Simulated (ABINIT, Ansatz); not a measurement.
**GaN (P6_3mc): one start, several treatments of the self-energy**

How much does the gap of GaN (P6_3mc) depend on the approximation to the self-energy?

Method: PBE and many-body steps on it, plane waves, in ABINIT 10.8.3.

Report form: the programs' logs are mostly left out.

The database entry behind the starting cell has ideal inner coordinates that were not refined, so it need not match the best structure at ambient conditions.

### Step 1. Set-up

It takes space group P6_3mc (No. 186, hexagonal). The conventional cell has a = 3.190 Å, b = 3.190 Å, c = 5.189 Å, α = 90.00°, β = 90.00°, γ = 120.00°. Nearest to Ga lie 4 N at 1.95 Å. Nearest to N lie 4 Ga at 1.95 Å. Farther neighbours and most contacts between anions are not listed.

The cell and positions come from the Crystallography Open Database and are kept as given unless a step says otherwise.

### Step 2. Empty states on the mesh, 6×6×4 mesh, 444 bands

This step: ABINIT 10.8.3; DFT, PBE, plane waves, norm-conserving pseudopotentials.

The sums over transitions need many empty states on a uniform mesh; this step solves for them.

Input file run.abi:

```
acell 3*1.0 Angstrom
rprim 
  3.190000000016 -0.000000000004 0.000000000000
  -1.595000000005 2.762621038088 0.000000000000
  0.000000000000 0.000000000000 5.189000000000
ntypat 2
znucl 31 7
natom 4
typat 1 1 2 2
xred 
  0.666666666667 0.333333333333 0.000000000000
  0.333333333333 0.666666666667 0.500000000000
  0.666666666667 0.333333333333 0.375000000000
  0.333333333333 0.666666666667 0.875000000000
pp_dirpath "pseudos"
pseudos "Ga.upf, N.upf"
ecut 45
ngkpt 6 6 4
nshiftk 1
shiftk 0 0 0
kptopt 1
chksymbreak 0
irdden 1
istwfk *1
nband 444
prtvol 0
optdriver 6
gwr_task "HDIAGO"
paral_kgb 0
occopt 1
indata_prefix "in"
outdata_prefix "out"
tmpdata_prefix "tmp"
```

Run with:

```bash
$ OMP_NUM_THREADS=1 mpirun -n 16 abinit run.abi > log
```

Run time: 2.3 min. Hardware: 16 MPI ranks of Arm Neoverse V1, shared host; peak memory 18 GiB.

This step gave:

| Property | Result |
| --- | --- |
| gap | 1.919 eV |
| k of the valence top | 0, 0, 0 |
| k of the conduction bottom | 0, 0, 0 |
| least direct gap | 1.919 eV |
| k points computed | 21 |
| lowest point of the top converged band, above the valence top | 235.2364 eV |

On this mesh the gap is 1.919 eV.

The density comes from a self-consistent run that is not shown.

### Step 3. Screening, 6×6×4 mesh, 193 bands, screening to 212.2 eV

The RPA dielectric matrix is built and inverted for each q.

This step: RPA screening on PBE, plane waves, norm-conserving pseudopotentials.

run.abi: that of step 2 with these lines changed.

```diff
@@ -22,10 +22,11 @@
 chksymbreak 0
-irdden 1
 istwfk *1
-nband 444
-prtvol 0
-optdriver 6
-gwr_task "HDIAGO"
-paral_kgb 0
 occopt 1
+irdwfk 1
+optdriver 3
+nband 193
+ecuteps 7.8
+inclvkb 2
+awtr 1
+symchi 1
 indata_prefix "in"
```

Elapsed: 7.4 min, on 16 MPI ranks; peak memory 11 GiB.

Numbers from this step:

- ε∞ with local fields, on this mesh, along the program's q direction: 5.865
- the same without local fields: 6.313
- plasma frequency: 39.60 eV
- plane waves in the screening matrix: 313

Local fields lower ε∞ by 7 %.

### Step 4. G0W0, Godby-Needs plasmon pole

The self-energy is evaluated for the states that the input lists, and the levels follow from it, in one-shot runs by the linearised quasiparticle equation.

This step: G0W0 on PBE, plane waves, norm-conserving pseudopotentials.

run.abi: that of step 3 with these lines changed.

```diff
@@ -25,8 +25,15 @@
 irdwfk 1
-optdriver 3
+optdriver 4
 nband 193
+gwcalctyp 0
+ecutsigx 45
+symsigma 1
+nkptgw 1
+kptgw 
+  0.0000000000 0.0000000000 0.0000000000
+bdgw 
+  25 28
 ecuteps 7.8
-inclvkb 2
-awtr 1
-symchi 1
+irdscr 1
+ppmodel 1
 indata_prefix "in"
```

Elapsed: 9.1 s, on 16 MPI ranks; peak memory 5.3 GiB.

This step gave:

```
G0W0 gap on the points computed              : 2.790 eV
starting gap on the mesh                     : 1.919 eV
k of the valence top                         : 0, 0, 0
k of the conduction bottom                   : 0, 0, 0
Z at the valence top                         : 0.797
Z at the conduction bottom                   : 0.824
least direct G0W0 gap on the computed points : 2.790 eV
```

The gap on the mesh goes from 1.92 eV to 2.79 eV, a correction of +0.87 eV.

### Step 5. G0W0, von der Linden-Horsch plasmon pole

run.abi: that of step 4 with these lines changed.

```diff
@@ -37,3 +37,3 @@
 irdscr 1
-ppmodel 1
+ppmodel 3
 indata_prefix "in"
```

It took 9.1 s on 16 MPI ranks; peak memory 3.1 GiB; 2.4 min of CPU time.

Numbers from this step:

```yaml
g0w0_gap_on_the_points_computed: 2.821 eV
starting_gap_on_the_mesh: 1.919 eV
k_of_the_valence_top: 0, 0, 0
k_of_the_conduction_bottom: 0, 0, 0
z_at_the_valence_top: 0.857
z_at_the_conduction_bottom: 0.884
least_direct_g0w0_gap_on_the_computed_points: 2.821 eV
```

Against G0W0 in ABINIT (6×6×4 mesh, 193 bands, screening to 212.2 eV, Godby-Needs plasmon pole), the gap moves by +0.031 eV.

### Step 6. G0W0, Engel-Farid plasmon pole

run.abi: that of step 5 with these lines changed.

```diff
@@ -37,3 +37,3 @@
 irdscr 1
-ppmodel 3
+ppmodel 4
 indata_prefix "in"
```

Wall time 9.1 s (16 MPI ranks); peak memory 3.1 GiB; 2.4 min of CPU time.

This step gave:

| Property | Result |
| --- | --- |
| G0W0 gap on the points computed | 2.783 eV |
| starting gap on the mesh | 1.919 eV |
| k of the valence top | 0, 0, 0 |
| k of the conduction bottom | 0, 0, 0 |
| least direct G0W0 gap on the computed points | 2.783 eV |

Against G0W0 in ABINIT (6×6×4 mesh, 193 bands, screening to 212.2 eV, Godby-Needs plasmon pole), the gap moves by −0.007 eV.

### Step 7. One-shot Hartree-Fock

This step: one-shot Hartree-Fock on PBE, plane waves, norm-conserving pseudopotentials.

run.abi: that of step 6 with these lines changed.

```diff
@@ -26,4 +26,4 @@
 optdriver 4
-nband 193
-gwcalctyp 0
+nband 30
+gwcalctyp 5
 ecutsigx 45
@@ -35,5 +35,4 @@
   25 28
-ecuteps 7.8
-irdscr 1
-ppmodel 4
+ixc_sigma 40
+fftgw 31
 indata_prefix "in"
```

Run with:

```bash
$ OMP_NUM_THREADS=1 mpirun -n 15 abinit run.abi > log
```

Elapsed: 3.1 s, on 15 MPI ranks; peak memory 0.96 GiB.

This step gave:

* quasiparticle gap on the points computed: 9.421 eV
* starting gap on the mesh: 1.919 eV
* k of the valence top: 0, 0, 0
* k of the conduction bottom: 0, 0, 0
* least direct quasiparticle gap on the computed points: 9.421 eV

Against G0W0 in ABINIT (6×6×4 mesh, 193 bands, screening to 212.2 eV, Godby-Needs plasmon pole), the gap moves by +6.631 eV.

### Step 8. Side by side

Times are wall times on the hardware named with each run, good to a factor of about two. A run's time includes the screening step that it read.

| run | mesh | bands | screening cutoff (eV) | DFT gap (eV) | gap on the mesh (eV) | direct (eV) | ε∞ used | time |
| --- | --- | --- | --- | --- | --- | --- | --- | --- |
| G0W0, Godby-Needs plasmon pole | 6×6×4 | 193 | 212.2 | 1.919 | 2.790 | 2.790 | 5.87 | 7.5 min |
| G0W0, von der Linden-Horsch plasmon pole | 6×6×4 | 193 | 212.2 | 1.919 | 2.821 | 2.821 | 5.87 | 7.5 min |
| G0W0, Engel-Farid plasmon pole | 6×6×4 | 193 | 212.2 | 1.919 | 2.783 | 2.783 | 5.87 | 7.5 min |
| one-shot Hartree-Fock | 6×6×4 | - | - | 1.919 | 9.421 | 9.421 | - | 3.1 s |

### Step 9. What came out

```
G0W0, Godby-Needs plasmon pole           : 2.790 eV
G0W0, von der Linden-Horsch plasmon pole : 2.821 eV
G0W0, Engel-Farid plasmon pole           : 2.783 eV
one-shot Hartree-Fock                    : 9.421 eV
known limits                             : not at the basis limit; no spin-orbit coupling
```

G0W0, von der Linden-Horsch plasmon pole: +0.031 eV against G0W0, Godby-Needs plasmon pole. G0W0, Engel-Farid plasmon pole: −0.007 eV against G0W0, Godby-Needs plasmon pole. One-shot Hartree-Fock: +6.631 eV against G0W0, Godby-Needs plasmon pole. Bare exchange alone opens the gap to 9.42 eV; against G0W0, correlation takes back 6.63 eV. Bands and cutoff are finite, so the gap is not at the basis limit. The miss can reach some tenths of an eV and take either sign; the mesh is an error of its own. In the G0W0 runs levels were corrected at 1 k point alone, so a gap called «on the mesh» is the least over those, and an edge elsewhere would be missed. The many-body steps are scalar-relativistic: spin-orbit coupling is not in them.

[Paths, hosts, dates, memory and timing lines, banners, echoed tables and standing remarks are left out of the program output.]

[Logs are printed without paths, hosts, clocks, repeated set-up lines and the standing remarks that a program may print on its own settings, such as how far it seeks lower states.]

[Runs of the session that timed out or met a known fault of the program may be left out.]

[Hosts, paths, dates, database ids (printed as entryN), source tags and the programs' standing remarks are cut or masked in the printed files.]

[G0W0 gaps are taken among the corrected bands and points alone; a level outside them can change the order at an edge.]

[Where Ansatz stands beside ABINIT at settings called matched, ABINIT's density can come from a denser mesh and the files from another edition; pairs whose starting gaps differed by over 0.03 eV were left out, so agreement reads better than it is.]
